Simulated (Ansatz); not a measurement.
# RbMoF3 (cubic perovskite) (Pm-3m): how robust is the cRPA U?

Aim: hold the target of a cRPA run on RbMoF3 (cubic perovskite) (Pm-3m) and move one thing at a time.

Calculated with Ansatz 0.2.0; constrained RPA on LDA, plane waves, PAW.

Most raw output is cut from this account.

The structure was built from a prototype and need not be the compound's stable phase.

## Step 1: Starting point

The structure is cubic, space group Pm-3m (No. 221). Conventional cell: a = 4.157 Å, b = 4.157 Å, c = 4.157 Å, α = 90.00°, β = 90.00°, γ = 90.00°. Rb has 12 F at 2.94 Å nearest. Mo has 6 F at 2.08 Å nearest. F has 2 Mo at 2.08 Å and 4 Rb at 2.94 Å nearest. Farther neighbours and most contacts between anions are not listed.

The structure was relaxed with LDA. The structure type comes from a generator and need not be one that this composition takes. The structure was generated from a model, not taken from a measurement. The runs that relaxed it are not among those shown. The program's search for lower electronic states was switched off, so nothing shows that the state found is the lowest. The default PAW set here is soft_2. Its files were made with PBE.

## Step 2: Base: Mo t2g, bands v2 to c1, 4×4×4 mesh, medium accuracy

Constrained RPA screens the interaction with every transition except those inside the target bands, which a later many-body model would treat itself.

input.yaml

```yaml
crystal:
  lattice:
    - [-4.1568154, 0.0, 0.0]
    - [0.0, 0.0, -4.1568154]
    - [0.0, -4.1568154, 0.0]
  atoms:
    - { symbol: Rb, position: [0.0, 0.0, 0.0] }
    - { symbol: Mo, position: [0.5, 0.5, 0.5] }
    - { symbol: F, position: [0.5, 0.5, 0.0] }
    - { symbol: F, position: [0.5, 0.0, 0.5] }
    - { symbol: F, position: [0.0, 0.5, 0.5] }
kpoints:
  mp_grid: { grid: [6, 6, 6] }
hamiltonian:
  xc: lda
scf:
  occupations: { method: gaussian, width: 0.08 }
  n_extra_bands: 19
  max_iter: 150
  lower_state_search: "off"
output:
  crpa:
    kmesh: [4, 4, 4]
    target_bands: [v2, c1]
    projections: [{ species: Mo, l: d, shell: 4, orbitals: [dxz, dyz, dxy] }]
  local_orbitals:
    kmesh: [8, 8, 8]
    orbitals: [{ species: Mo, l: d, shell: 4, orbitals: [dxz, dyz, dxy] }]
    window: { bands: [v2, c1] }
    seedname: lo
```

Run with:

```sh
> ansatz run input.yaml --threads 4 --pin off --max-ram 9216MiB --backend cpu --events-out ev --progress --plain --runs-dir out
```

It took 28 s on 4 threads of Arm Neoverse V2, shared host; peak memory 0.55 GiB; 1.7 min of CPU time.

Numbers from this step:

```
U                                                 : 4.921 eV
U prime (inter-orbital)                           : 4.174 eV
J                                                 : 0.3562 eV
bare V                                            : 12.98 eV
bare J                                            : 0.5082 eV
stated bound on U                                 : 0.008561 eV
U over bare V                                     : 0.3792
electrons in the window                           : 4.000
head of the constrained inverse dielectric matrix : 0.3382
least eigenvalue of the projection's overlap      : 0.8011
target functions                                  : 3
bands in the sums                                 : 46
r.m.s. miss of the model bands                    : 1.09e-4 eV
width of the target bands                         : 2.037 eV
weight of the projected orbitals in the window    : 0.8856
```

On the Mo t2g shell, screening brings the on-site interaction from 13.0 eV down to U = 4.92 eV.

## Step 3: Changed: 2×2×2 mesh

input.yaml, the sections that differ from step 2:

```yaml
output:
  crpa:
    kmesh: [2, 2, 2]
    target_bands: [v2, c1]
    projections: [{ species: Mo, l: d, shell: 4, orbitals: [dxz, dyz, dxy] }]
# crystal, kpoints, hamiltonian, scf: as in step 2
```

Run time: 4.4 s. Hardware: 4 threads; peak memory 0.47 GiB.

This step gave:

```
U                                                 : 5.146 eV
U prime (inter-orbital)                           : 4.380 eV
J                                                 : 0.3575 eV
bare V                                            : 13.26 eV
bare J                                            : 0.5143 eV
stated bound on U                                 : 0.008058 eV
U over bare V                                     : 0.3880
electrons in the window                           : 4.000
head of the constrained inverse dielectric matrix : 0.3170
least eigenvalue of the projection's overlap      : 0.8011
target functions                                  : 3
bands in the sums                                 : 46
width of the target bands                         : 2.037 eV
weight of the projected orbitals in the window    : 0.8856
```

On the Mo t2g shell, screening brings the on-site interaction from 13.3 eV down to U = 5.15 eV.

## Step 4: Changed: 6×6×6 mesh

input.yaml: that of step 3 with these lines changed.

```diff
@@ -22,3 +22,3 @@
   crpa:
-    kmesh: [2, 2, 2]
+    kmesh: [6, 6, 6]
     target_bands: [v2, c1]
```

Wall time 2.5 min (4 threads); peak memory 0.77 GiB.

This step gave:

- U: 4.931 eV
- U prime (inter-orbital): 4.183 eV
- J: 0.3564 eV
- bare V: 12.96 eV
- bare J: 0.5080 eV
- stated bound on U: 0.008713 eV
- U over bare V: 0.3805
- electrons in the window: 4.000
- head of the constrained inverse dielectric matrix: 0.3416
- least eigenvalue of the projection's overlap: 0.8011
- target functions: 3
- bands in the sums: 46
- width of the target bands: 2.037 eV
- weight of the projected orbitals in the window: 0.8856

On the Mo t2g shell, screening brings the on-site interaction from 13.0 eV down to U = 4.93 eV.

## Step 5: Changed: smooth pair densities

input.yaml: that of step 4 with these lines changed.

```diff
@@ -22,4 +22,5 @@
   crpa:
-    kmesh: [6, 6, 6]
+    kmesh: [4, 4, 4]
     target_bands: [v2, c1]
     projections: [{ species: Mo, l: d, shell: 4, orbitals: [dxz, dyz, dxy] }]
+    pair_densities: pseudo
```

It took 23 s on 4 threads; peak memory 0.48 GiB.

This step gave:

```yaml
u: 4.932 eV
u_prime_inter_orbital: 4.174 eV
j: 0.3611 eV
bare_v: 12.98 eV
bare_j: 0.5082 eV
stated_bound_on_u: 0.007509 eV
u_over_bare_v: 0.3800
electrons_in_the_window: 4.000
head_of_the_constrained_inverse_dielectric_matrix: 0.3384
least_eigenvalue_of_the_projection_s_overlap: 0.8011
target_functions: 3
bands_in_the_sums: 46
width_of_the_target_bands: 2.037 eV
weight_of_the_projected_orbitals_in_the_window: 0.8856
```

On the Mo t2g shell, screening brings the on-site interaction from 13.0 eV down to U = 4.93 eV.

## Step 6: Changed: accuracy high

input.yaml: that of step 5 with these lines changed.

```diff
@@ -25,2 +25,2 @@
     projections: [{ species: Mo, l: d, shell: 4, orbitals: [dxz, dyz, dxy] }]
-    pair_densities: pseudo
+    accuracy: high
```

It took 42 s on 4 threads; peak memory 0.63 GiB.

This step gave:

| Property | Result |
| --- | --- |
| U | 4.923 eV |
| U prime (inter-orbital) | 4.175 eV |
| J | 0.3564 eV |
| bare V | 12.98 eV |
| bare J | 0.5082 eV |
| stated bound on U | 0.001358 eV |
| U over bare V | 0.3793 |
| electrons in the window | 4.000 |
| head of the constrained inverse dielectric matrix | 0.3382 |
| least eigenvalue of the projection's overlap | 0.8011 |
| target functions | 3 |
| bands in the sums | 46 |
| width of the target bands | 2.037 eV |
| weight of the projected orbitals in the window | 0.8856 |

On the Mo t2g shell, screening brings the on-site interaction from 13.0 eV down to U = 4.92 eV.

## Step 7: Changed: one k-point

input.yaml: that of step 6 with these lines changed.

```diff
@@ -22,5 +22,4 @@
   crpa:
-    kmesh: [4, 4, 4]
+    kmesh: [1, 1, 1]
     target_bands: [v2, c1]
     projections: [{ species: Mo, l: d, shell: 4, orbitals: [dxz, dyz, dxy] }]
-    accuracy: high
```

Elapsed: 2.1 s, on 4 threads; peak memory 0.42 GiB; 6.5 s of CPU time.

The run ended normally, though the input holds a fault or crude settings.

The fault put into this input: one k-point. It printed U = 4.66 eV, which is no property of the model meant.

## Step 8: Changed: potentials

input.yaml: that of step 7 with these lines changed.

```diff
@@ -15,2 +15,3 @@
   xc: lda
+  pseudopotentials: { kind: paw, source: ansatz }
 scf:
@@ -22,3 +23,3 @@
   crpa:
-    kmesh: [1, 1, 1]
+    kmesh: [4, 4, 4]
     target_bands: [v2, c1]
```

It took 1.8 min on 4 threads; peak memory 1.1 GiB.

This step gave:

| Quantity | Value |
| --- | --- |
| U | 4.912 eV |
| U prime (inter-orbital) | 4.167 eV |
| J | 0.3551 eV |
| bare V | 12.98 eV |
| bare J | 0.5079 eV |
| stated bound on U | 0.009869 eV |
| U over bare V | 0.3785 |
| electrons in the window | 4.000 |
| head of the constrained inverse dielectric matrix | 0.3378 |
| least eigenvalue of the projection's overlap | 0.8010 |
| target functions | 3 |
| bands in the sums | 46 |
| width of the target bands | 2.041 eV |
| weight of the projected orbitals in the window | 0.8859 |

On the Mo t2g shell, screening brings the on-site interaction from 13.0 eV down to U = 4.91 eV.

## Step 9: Changed: PBEsol

This step: constrained RPA on PBEsol, plane waves, PAW.

input.yaml: that of step 8 with these lines changed.

```diff
@@ -14,4 +14,3 @@
 hamiltonian:
-  xc: lda
-  pseudopotentials: { kind: paw, source: ansatz }
+  xc: pbesol
 scf:
```

It took 29 s on 4 threads; peak memory 0.54 GiB.

Numbers from this step:

| Item | Value |
| --- | --- |
| U | 4.990 eV |
| U prime (inter-orbital) | 4.238 eV |
| J | 0.3595 eV |
| bare V | 13.03 eV |
| bare J | 0.5116 eV |
| stated bound on U | 0.008742 eV |
| U over bare V | 0.3830 |
| electrons in the window | 4.000 |
| head of the constrained inverse dielectric matrix | 0.3432 |
| least eigenvalue of the projection's overlap | 0.8013 |
| target functions | 3 |
| bands in the sums | 46 |
| width of the target bands | 2.024 eV |
| weight of the projected orbitals in the window | 0.8859 |

On the Mo t2g shell, screening brings the on-site interaction from 13.0 eV down to U = 4.99 eV.

## Step 10: Side by side

Times are wall times on 4 threads of Arm Neoverse V2, shared host, good to a factor of about two.

```csv
run,bare V (eV),U (eV),J (eV),bound on U (eV),width (eV),time
target window,12.98,4.921,0.356,0.0086,2.04,28 s
2×2×2 mesh,13.26,5.146,0.358,0.0081,2.04,4.4 s
6×6×6 mesh,12.96,4.931,0.356,0.0087,2.04,2.5 min
smooth pair densities,12.98,4.932,0.361,0.0075,2.04,23 s
accuracy high,12.98,4.923,0.356,0.0014,2.04,42 s
potentials,12.98,4.912,0.355,0.0099,2.04,1.8 min
PBEsol,13.03,4.990,0.359,0.0087,2.02,29 s
```

## Step 11: Summary of results

| Property | Result |
| --- | --- |
| target window | U 4.92 eV, J 0.36 eV |
| 2×2×2 mesh | U 5.15 eV, J 0.36 eV |
| 6×6×6 mesh | U 4.93 eV, J 0.36 eV |
| smooth pair densities | U 4.93 eV, J 0.36 eV |
| accuracy high | U 4.92 eV, J 0.36 eV |
| potentials | U 4.91 eV, J 0.36 eV |
| PBEsol | U 4.99 eV, J 0.36 eV |

2×2×2 mesh moves U by +0.22 eV at 0.16 times the time. 6×6×6 mesh moves U by +0.01 eV (within the solver's bounds, for the mean over orbitals) at 5.5 times the time. Smooth pair densities moves U by +0.01 eV (within the solver's bounds, for the mean over orbitals). Accuracy high moves U by +0.002 eV (within the solver's bounds, for the mean over orbitals). Potentials moves U by −0.01 eV (within the solver's bounds, for the mean over orbitals) at 4.0 times the time. PBEsol moves U by +0.07 eV. The printed bound covers the solver alone, not the mesh. The parent state is non-magnetic and the interaction static (zero frequency); U depends on the window and the orbitals, so it belongs to this model alone.

[Paths, hosts, dates, memory and timing lines, banners, echoed tables and standing remarks are left out of the program output.]

[Logs are printed without paths, hosts, clocks, repeated set-up lines and the standing remarks that a program may print on its own settings, such as how far it seeks lower states.]

[Runs of the session that timed out or met a known fault of the program may be left out.]

[Hosts, paths, dates, database ids (printed as entryN), source tags and the programs' standing remarks are cut or masked in the printed files.]
